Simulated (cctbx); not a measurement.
**Lattice, Laue class and space group of a new crystal**

Cell: a = 3.8790 Å, b = 3.8790 Å, c = 18.7830 Å, α = 90.00°, β = 90.00°, γ = 120.00°. Expected content of the cell: Rh3 As3 Ti3 P3.

Simulated single-crystal data (cctbx): Cu Kα, λ = 1.54184 Å, to d = 0.83 Å, 80 % of the full sphere, strongest reflection 40000 counts, noise from counting, a 1.5 % proportional error and a noise floor of 2 counts (s.d.); no absorption.

Tests on the unmerged data give:

```text
1470 reflections to d = 0.832 A
centring   violations  <I/sigma> of those
    A        251 of   756     13.0
    B        256 of   746     13.4
    C        253 of   738     13.6
    I        246 of   750     13.0
    R          0 of   988      0.0
    F        380 of  1120     13.3
Laue class    unique    Rint  (classes that these axes allow; Friedel mates merged)
R -3 :H           105   0.044
R -3 m :H          77   0.044
space group    extra absences  I>4sigma  <I/sigma>
R 3 2 :H                0          0         -  acentric
R 3 m :H                0          0         -  acentric
R -3 m :H               0          0         -  centric
Wilson B = 0.97 A^2   <|E^2-1|> = 0.739 (0.968 centric, 0.736 acentric)   E^2>4: 0.0 %
shell (A)         n   <I/sigma>
 6.26 - 1.51     19     58.7
 1.51 - 1.20     12     45.2
 1.20 - 1.05     13     62.3
 1.05 - 0.95      9     60.0
 0.95 - 0.89     13     37.6
 0.89 - 0.83     11     51.9
```

**Question.** What are the lattice type, the Laue class and the likely space group?

The reflections that R centring forbids are absent (⟨I/σ⟩ near 0), so the lattice is R.

Rint stays low (0.044) up to R -3 m :H, the highest class in these axes. It includes Bijvoet differences, since Friedel mates are merged.

3 settings pass the absence test. No glide or screw absences show, which leaves R 3 2, R 3 m and R -3 m.

⟨|E²−1|⟩ = 0.739 leans to a non-centrosymmetric structure. The Wilson B of 0.97 Å² means U ≈ 0.0123 Å².

The true group is R3m (no. 160), Laue class -3m, non-centrosymmetric. The tables only narrow the choice to the tied entries; cell content, site symmetry and trial solutions must settle it.

The model is made up (kin elements in a known structure type, no relaxation), so it says nothing on whether the phase exists.

[Logs are printed without paths, hosts, clocks, repeated set-up lines and the standing remarks that a program may print on its own settings, such as how far it seeks lower states.]
